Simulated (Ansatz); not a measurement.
# How BaZrO3 absorbs and reflects light

Wanted: where BaZrO3 starts to absorb, how strongly, and its refractive index.

Calculated with Ansatz 0.2.0; DFT, PBE, plane-wave PAW, default files, scalar-relativistic, independent-particle optical response without local fields.

This is a report of a sequence of runs, with most program output left out.

## 1. The structure

Symmetry: Pm-3m, No. 221, cubic system. The conventional cell has a = 4.191 Å, b = 4.191 Å, c = 4.191 Å, α = 90.00°, β = 90.00°, γ = 90.00°. Nearest to Ba lie 12 O at 2.96 Å. Nearest to Zr lie 6 O at 2.10 Å. Nearest to O lie 2 Zr at 2.10 Å and 4 Ba at 2.96 Å. Farther neighbours and most contacts between anions are not listed.

## 2. Ground state and bands

The self-consistent density comes first; it also tells whether there is a gap, which decides the occupations and the need for a Drude term.

This step: DFT, PBE, plane-wave PAW, default files, scalar-relativistic, ground state (Ansatz 0.2.0).

File input.yaml:

```yaml
crystal:
  lattice:
    - [4.19134, 0.0, 0.0]
    - [0.0, 4.19134, 0.0]
    - [0.0, 0.0, 4.19134]
  atoms:
    - { symbol: Ba, position: [0.0, 0.0, 0.0] }
    - { symbol: Zr, position: [0.5, 0.5, 0.5] }
    - { symbol: O, position: [0.5, 0.5, 0.0] }
    - { symbol: O, position: [0.5, 0.0, 0.5] }
    - { symbol: O, position: [0.0, 0.5, 0.5] }
kpoints:
  mp_grid: { grid: [5, 5, 5] }
  band_path:
    path:
      - [[0.0, 0.0, 0.0], [0.0, 0.5, 0.0], [0.5, 0.5, 0.0], [0.0, 0.0, 0.0], [0.5, 0.5, 0.5], [0.0, 0.5, 0.0]]
      - [[0.5, 0.5, 0.0], [0.5, 0.5, 0.5]]
    npoints: 10
scf:
  occupations: { method: fermi_dirac, width: 0.05 }
  n_extra_bands: 9
hamiltonian:
  xc: pbe
  pseudopotentials: { kind: paw }
output:
  forces: true
  stress: true
  populations: true
  write_bands: true
  write_density: true
  write_potential: true
  elf: true
  volumetric_format: npy
```

The run is started by

```bash
$ ansatz run input.yaml --threads 4 --pin off --max-ram 8192MiB --backend cpu --events-out ev --progress --plain --runs-dir out
```

Elapsed: 6.5 s, on 4 threads of AMD EPYC 9R45, shared host; peak memory 0.51 GiB.

Read-outs, printed or worked out from the files:

| Quantity | Value |
| --- | --- |
| free energy | -11844.6699 eV |
| Fermi energy | 11.45 eV |
| gap by band count | 3.345 eV |
| electrons | 40 |
| symmetry operations | 48 |
| pressure | 4.053 GPa |
| gap on the k-mesh | 3.345 eV |
| volume | 73.63 Å³ |
| gap on the path | 3.239 eV |
| least direct gap on the path | 3.435 eV |

There is a gap, 3.24 eV on the path, so no carriers' term is needed. The cell is left with a pressure of 4.1 GPa, as it stands unrelaxed at this level.

Electronic bands along the path, in eV, zero at the Fermi level; v1 is the highest filled band, c1 the lowest empty one:

```csv
point,v4,v3,v2,v1,c1,c2,c3,c4
Γ,-2.61,-1.81,-1.81,-1.81,1.62,1.62,1.62,3.13
halfway,-2.96,-2.86,-1.96,-1.96,1.79,2.81,2.81,3.97
X,-3.33,-3.25,-2.04,-2.04,1.99,4.11,4.11,4.90
halfway,-2.90,-2.70,-2.27,-2.05,3.04,4.09,4.29,5.58
M,-2.52,-2.52,-2.38,-1.66,4.10,4.10,4.90,4.96
halfway,-2.98,-2.58,-2.16,-2.12,2.88,2.96,3.25,4.83
Γ,-2.61,-1.81,-1.81,-1.81,1.62,1.62,1.62,3.13
halfway,-3.63,-2.30,-2.30,-2.14,3.40,3.40,3.66,5.44
R,-4.11,-1.61,-1.61,-1.61,4.46,4.46,4.46,5.38
halfway,-3.58,-2.42,-2.14,-2.04,3.67,4.32,4.46,5.64
X,-3.33,-3.25,-2.04,-2.04,1.99,4.11,4.11,4.90
jump to M,-2.52,-2.52,-2.38,-1.66,4.10,4.10,4.90,4.96
halfway,-3.92,-2.09,-2.09,-1.64,4.42,4.42,4.75,5.18
R,-4.11,-1.61,-1.61,-1.61,4.46,4.46,4.46,5.38
```

Electrostatic potential energy in the ac plane at fractional y = 0.500, with atoms of Zr and O within 0.2 Å of it. With pseudopotentials it is smooth inside the atoms' cores, unlike the true potential.

Values in eV, 14 rows by 14 columns, each cell a mean:
```
 13  14  14  15  12  -6 -29 -34 -22   1  15  15  14  14
 14  14  14  15  13   7 -11 -16  -4  10  14  15  14  14
 15  15  14  13  12   9   7   6   8  10  13  14  15  15
 15  14  14  12   8   3  -3  -5  -1   4  10  13  14  15
 -4   4  11   9   0 -15 -33 -37 -27 -11   4  10  10   1
-28 -19   4   6  -9 -33 -55 -57 -49 -27  -1   8  -4 -22
-43 -30  -5   4 -15 -44 -59 -59 -57 -37  -5   6 -16 -34
-36 -26  -1   5 -13 -40 -59 -59 -55 -33  -3   7 -11 -29
-11  -3  11   8  -3 -20 -40 -44 -33 -15   3   9   7  -6
 11  13  13  11   5  -3 -13 -15  -9   0   8  12  13  12
 14  15  14  13  11   8   5   4   6   9  12  13  15  15
 14  14  14  14  13  11  -1  -5   4  11  14  14  14  14
 14  14  14  15  13  -3 -26 -30 -19   4  14  15  14  14
 14  14  14  14  11 -11 -36 -43 -28  -4  15  15  14  13
```
Atoms in or near the plane, at fractional coordinates: Zr at (0.50, 0.50), O at (0.50, 0.00), O at (0.00, 0.50).

Valence density in the ac plane at fractional y = 0.500, with atoms of Zr and O within 0.2 Å of it. It is the smooth field of the valence electrons, not physical close to the nuclei.

Values in e/Å³, 14 rows by 14 columns, each cell a mean:
```
0.0 0.0 0.1 0.2 0.6 1.7 4.7 5.7 3.5 1.3 0.3 0.1 0.1 0.0
0.0 0.1 0.1 0.1 0.4 0.9 2.2 2.7 1.7 0.7 0.2 0.1 0.1 0.1
0.1 0.1 0.1 0.1 0.2 0.4 0.7 0.8 0.6 0.3 0.2 0.1 0.1 0.1
0.4 0.3 0.2 0.1 0.2 0.4 0.7 0.9 0.6 0.3 0.2 0.2 0.2 0.3
1.6 1.2 0.5 0.3 0.5 1.2 2.4 2.7 1.9 0.9 0.3 0.3 0.7 1.3
4.4 3.0 1.1 0.5 0.9 2.4 3.9 4.0 3.5 1.9 0.6 0.6 1.7 3.5
7.0 5.0 1.6 0.7 1.4 3.2 3.8 3.3 4.0 2.7 0.9 0.8 2.7 5.7
5.9 4.1 1.3 0.6 1.2 2.8 4.0 3.8 3.9 2.4 0.7 0.7 2.2 4.7
2.2 1.5 0.6 0.4 0.6 1.5 2.8 3.2 2.4 1.2 0.4 0.4 0.9 1.7
0.7 0.5 0.3 0.2 0.3 0.6 1.2 1.4 0.9 0.5 0.2 0.2 0.4 0.6
0.2 0.1 0.1 0.1 0.2 0.4 0.6 0.7 0.5 0.3 0.1 0.1 0.1 0.2
0.1 0.1 0.1 0.1 0.3 0.6 1.3 1.6 1.1 0.5 0.2 0.1 0.1 0.1
0.0 0.0 0.1 0.1 0.5 1.5 4.1 5.0 3.0 1.2 0.3 0.1 0.1 0.0
0.0 0.0 0.1 0.2 0.7 2.2 5.9 7.0 4.4 1.6 0.4 0.1 0.0 0.0
```
Atoms in or near the plane, at fractional coordinates: Zr at (0.50, 0.50), O at (0.50, 0.00), O at (0.00, 0.50).

## 3. Spectrum

With the density converged, the vertical transitions are summed over the zone.

This step: DFT, PBE, plane-wave PAW, default files, scalar-relativistic, independent-particle optical response without local fields (Ansatz 0.2.0).

input.yaml, the sections that differ from step 2:

```yaml
kpoints:
  mp_grid: { grid: [5, 5, 5] }
scf:
  occupations: { method: fixed }
output:
  optics:
    e_range: [0, 20]
    de: 0.05
    sigma: 0.1
    nscf_kmesh: { grid: [6, 6, 6] }
    bands: { spectra_wanted_up_to: 20 }
# crystal, hamiltonian: as in step 2
```

Wall time 6.1 s (4 threads); peak memory 1 GiB; 23 s of CPU time.

This step gave:

| Item | Value |
| --- | --- |
| electronic dielectric constant ε∞, mean over x, y and z (by symmetry where fewer were run) | 4.986 |
| absorption onset, first axis (α over 10⁴ cm⁻¹, or the direct gap if that lies higher) | 3.490 eV |
| main peak of Im epsilon, first axis | 6.288 eV |
| centre of weight of the strongest loss peak in the window | 12.74 eV |
| photocurrent from vertical transitions in a film 500 nm thick on a perfect mirror (two passes), AM1.5G, no front reflection, all carriers collected | 0.4452 mA/cm² |
| least direct gap on the mesh | 3.435 eV |
| bands summed | 60 |
| spectra valid up to | 28.27 eV |
| program's estimate of the k-sum error in Im epsilon | 0.12 % |
| electrons in the f-sum | 29.12 |

The Im ε, any direction has structure finer than the step of the table below, so its rows give means over 0.5 eV, whole bins alone (the curve runs from 0 to 20 eV). Peaks (eV: height): 6.30: 9.44, 8.00: 8.03, 9.40: 7.19, 19.00: 4.70.

Im ε, any direction against photon energy; means over each step:

```csv
photon energy (eV),"Im ε, any direction"
3.0,2.2e-5
3.5,0.189
4.0,0.961
4.5,2.32
5.0,3.60
5.5,4.89
6.0,6.70
6.5,6.71
7.0,2.80
7.5,3.69
8.0,7.22
8.5,4.58
9.0,5.02
9.5,6.83
10.0,5.58
10.5,3.97
11.0,2.64
11.5,2.05
12.0,1.27
12.5,1.17
13.0,0.907
13.5,0.777
14.0,0.993
14.5,0.702
15.0,0.663
15.5,1.14
16.0,1.96
16.5,2.36
17.0,2.83
17.5,3.51
18.0,3.58
18.5,3.56
19.0,3.87
19.5,1.93
```

Table of Re ε, any direction by photon energy:

```csv
photon energy (eV),"Re ε, any direction"
0,4.99
1,5.06
2,5.32
3,5.95
4,7.51
5,7.61
6,6.81
7,2.79
8,3.19
9,3.09
10,-0.702
11,-1.19
12,-0.517
13,0.192
14,1.09
15,1.84
16,2.39
17,2.17
18,0.718
19,-0.636
20,-0.672
```

The reflectivity at normal incidence, any direction has structure finer than the step of the table below, so its rows give means over 0.5 eV, whole bins alone (the curve runs from 0 to 20 eV). Peaks (eV: height): 6.35: 36.4, 8.10: 33.5, 10.55: 40.2, 19.45: 44.3.

Reflectivity at normal incidence, any direction against photon energy; means over each step:

photon energy (eV), reflectivity at normal incidence, any direction (%) and a bar:
```
      0.5       14.6 #########
      1.0       14.8 #########
      1.5       15.1 #########
      2.0       15.6 ##########
      2.5       16.4 ##########
      3.0       17.5 ###########
      3.5       19.7 #############
      4.0       21.8 ##############
      4.5       23.9 ################
      5.0       25.0 #################
      5.5       26.4 ##################
      6.0       29.6 ####################
      6.5       31.8 ######################
      7.0       15.5 ##########
      7.5       21.0 ##############
      8.0       31.7 ######################
      8.5       23.9 ################
      9.0       23.8 ################
      9.5       33.2 #######################
     10.0       36.3 #########################
     10.5       39.4 ############################
     11.0       35.9 #########################
     11.5       33.8 #######################
     12.0       28.4 ###################
     12.5       15.6 ##########
     13.0       11.4 #######
     13.5        3.7 #
     14.0        4.6 #
     14.5        2.7 
     15.0        3.6 #
     15.5        7.2 ###
     16.0       10.7 ######
     16.5       12.5 #######
     17.0       14.9 #########
     17.5       18.7 ############
     18.0       21.8 ##############
     18.5       24.6 ################
     19.0       33.2 #######################
     19.5       42.5 ##############################
```

Values under 1 per cm are given as 1. Absorption coefficient, any direction against photon energy:

photon energy (eV), log10 absorption coefficient, any direction (1/cm) and a bar:
```
    0.000        0.0 
    0.500        0.0 
    1.000        0.0 
    1.500        0.0 
    2.000        0.0 
    2.500        0.0 
    3.000        0.0 
    3.500        4.0 ###################
    4.000        4.9 ######################
    4.500        5.3 ########################
    5.000        5.5 #########################
    5.500        5.7 ##########################
    6.000        5.8 ###########################
    6.500        6.1 ############################
    7.000        5.7 ##########################
    7.500        5.7 ##########################
    8.000        6.1 ############################
    8.500        6.0 ############################
    9.000        6.0 ############################
    9.500        6.2 #############################
   10.000        6.3 #############################
   10.500        6.3 #############################
   11.000        6.2 #############################
   11.500        6.2 #############################
   12.000        6.1 ############################
   12.500        6.0 ############################
   13.000        5.9 ###########################
   13.500        5.7 ##########################
   14.000        5.8 ###########################
   14.500        5.6 ##########################
   15.000        5.5 #########################
   15.500        5.7 ##########################
   16.000        6.0 ############################
   16.500        6.1 ############################
   17.000        6.2 ############################
   17.500        6.3 #############################
   18.000        6.3 #############################
   18.500        6.4 ##############################
   19.000        6.5 ##############################
   19.500        6.4 ##############################
   20.000        6.3 #############################
```

The loss function −Im 1/ε at q → 0, any direction by energy loss; read off at these points:

```csv
energy loss (eV),"loss function −Im 1/ε at q → 0, any direction"
3.0,0
4.0,0.0174
5.0,0.0509
6.0,0.0731
6.8,0.252
7.0,0.179
8.0,0.108
9.0,0.148
10.0,0.179
11.0,0.323
12.0,0.697
12.2,0.894
13.0,0.981
13.2,1.03
14.0,0.458
15.0,0.160
16.0,0.206
17.0,0.221
18.0,0.281
18.6,0.301
19.0,0.209
20.0,0.596
```

At chosen wavelengths:

```csv
wavelength (nm),n,k,R (%),1/α
1064,2.26,0.000,14.9,over 1 mm
633,2.30,0.000,15.6,over 1 mm
450,2.40,0.000,16.9,over 1 mm
405,2.45,0.000,17.7,over 1 mm
308,2.75,0.191,22.0,128 nm
248,2.83,0.637,24.9,31 nm
193,2.15,1.866,35.9,8.2 nm
```

Rows near the edge hang on the gap, which this functional as a rule makes too small, and phonon-assisted absorption is left out.

A film 1 µm thick would pass 72 % of daylight and look colourless, dimmed by reflection in transmission (x = 0.315, y = 0.331).

The f-sum over the summed bands holds 29.1 of the cell's 40 electrons outside the frozen cores, 16 of which lie in bands more than 12 eV below the Fermi level, whose transitions come at higher energies. Up to 20 eV the strength has a mean oscillator energy of 9.7 eV, well above the main peak, so higher transitions carry much of it.

## 4. Static response with local fields

A static field by perturbation theory: the induced potential is included, and the Born charges come with it.

This step: DFT, PBE, plane-wave PAW, default files, scalar-relativistic, static field response by perturbation theory with local fields (Ansatz 0.2.0).

Changes to input.yaml since step 3:

```diff
@@ -18,8 +18,2 @@
   pseudopotentials: { kind: paw }
-output:
-  optics:
-    e_range: [0, 20]
-    de: 0.05
-    sigma: 0.1
-    nscf_kmesh: { grid: [6, 6, 6] }
-    bands: { spectra_wanted_up_to: 20 }
+dielectric: {}
```

Wall time 5 s (4 threads); peak memory 0.66 GiB; 16 s of CPU time.

This step gave:

```
electronic dielectric constant ε∞, mean over x, y and z (by symmetry where fewer were run) : 4.863
```

ε∞ with local fields:

```
4.86 0.00 0.00
0.00 4.86 0.00
0.00 0.00 4.86
```

Diagonal elements. Born, by row:

```csv
atom,Z*xx (e),Z*yy (e),Z*zz (e)
Ba1,2.753,2.753,2.753
Zr2,6.104,6.104,6.104
O3,-2.017,-2.017,-4.824
O4,-2.017,-4.824,-2.017
O5,-4.824,-2.017,-2.017
```

Mean Born charges are Ba +2.75, Zr +6.10 and O -2.95, against formal valences of +2, +4 and -2. That of Zr exceeds its valence by 53 %, the mark of charge moving along hybridised bonds as the atoms shift.

## 5. Summary of results

| Property | Result |
| --- | --- |
| gap on the path | 3.24 eV |
| least direct gap on the path | 3.44 eV |
| electronic dielectric constant ε∞, mean over x, y and z (by symmetry where fewer were run) (independent particles) | 4.99 |
| absorption onset, first axis (α over 10⁴ cm⁻¹, or the direct gap if that lies higher) | 3.49 eV |
| main peak of Im epsilon, first axis | 6.29 eV |
| centre of weight of the strongest loss peak in the window, first axis | 12.7 eV |
| photocurrent from vertical transitions in a film 500 nm thick on a perfect mirror (two passes), AM1.5G, no front reflection, all carriers collected | 0.445 mA/cm² |
| electronic dielectric constant ε∞, mean over x, y and z (by symmetry where fewer were run) (static response with local fields) | 4.86 |

At this level (PBE, independent particles) BaZrO3 has ε∞ = 4.99 (4.86 with local fields) and n = 2.24 at 1550 nm; absorption sets in near 3.5 eV, and Im ε peaks at 6.3 eV. The gap is indirect (3.24 eV), so absorption without phonons can begin only at the direct gap of 3.44 eV. The absorption coefficient passes 10⁴ cm⁻¹ at 3.49 eV, in the ultraviolet, so the visible is passed. The strongest loss structure up to 20 eV has its centre of weight at 12.7 eV; a free-electron gas of the 29.1 electrons in the f-sum would put its plasmon at 23.4 eV. Distinct maxima of Im ε, read by a parabola through the highest points, lie at 6.29 eV (9.5), 7.99 eV (8.0), 9.38 eV (7.2) and 19.00 eV (4.7). The f-sum over the summed bands holds 29.1 of the cell's 40 electrons outside the frozen cores, 16 of which lie in bands more than 12 eV below the Fermi level, whose transitions come at higher energies. Up to 20 eV the strength has a mean oscillator energy of 9.7 eV, well above the main peak, so higher transitions carry much of it. A film 1 µm thick would pass 72 % of daylight and look colourless, dimmed by reflection in transmission (x = 0.315, y = 0.331). With local fields and the functional's kernel the static response is 4.86 against 4.99 for independent particles (-2 %). In the base spectrum excitons and phonon-assisted transitions are missing, and so are local fields; PBE gaps are as a rule too small, which pulls the onset down and ε∞ up. In the base run ε includes the program's bounded estimate of what the bands above those summed add. Spin-orbit coupling is left out although heavy atoms are present.

[Logs are printed without paths, hosts, clocks, repeated set-up lines and the standing remarks that a program may print on its own settings, such as how far it seeks lower states.]

[Hosts, paths, dates, database ids (printed as entryN), source tags and the programs' standing remarks are cut or masked in the printed files.]
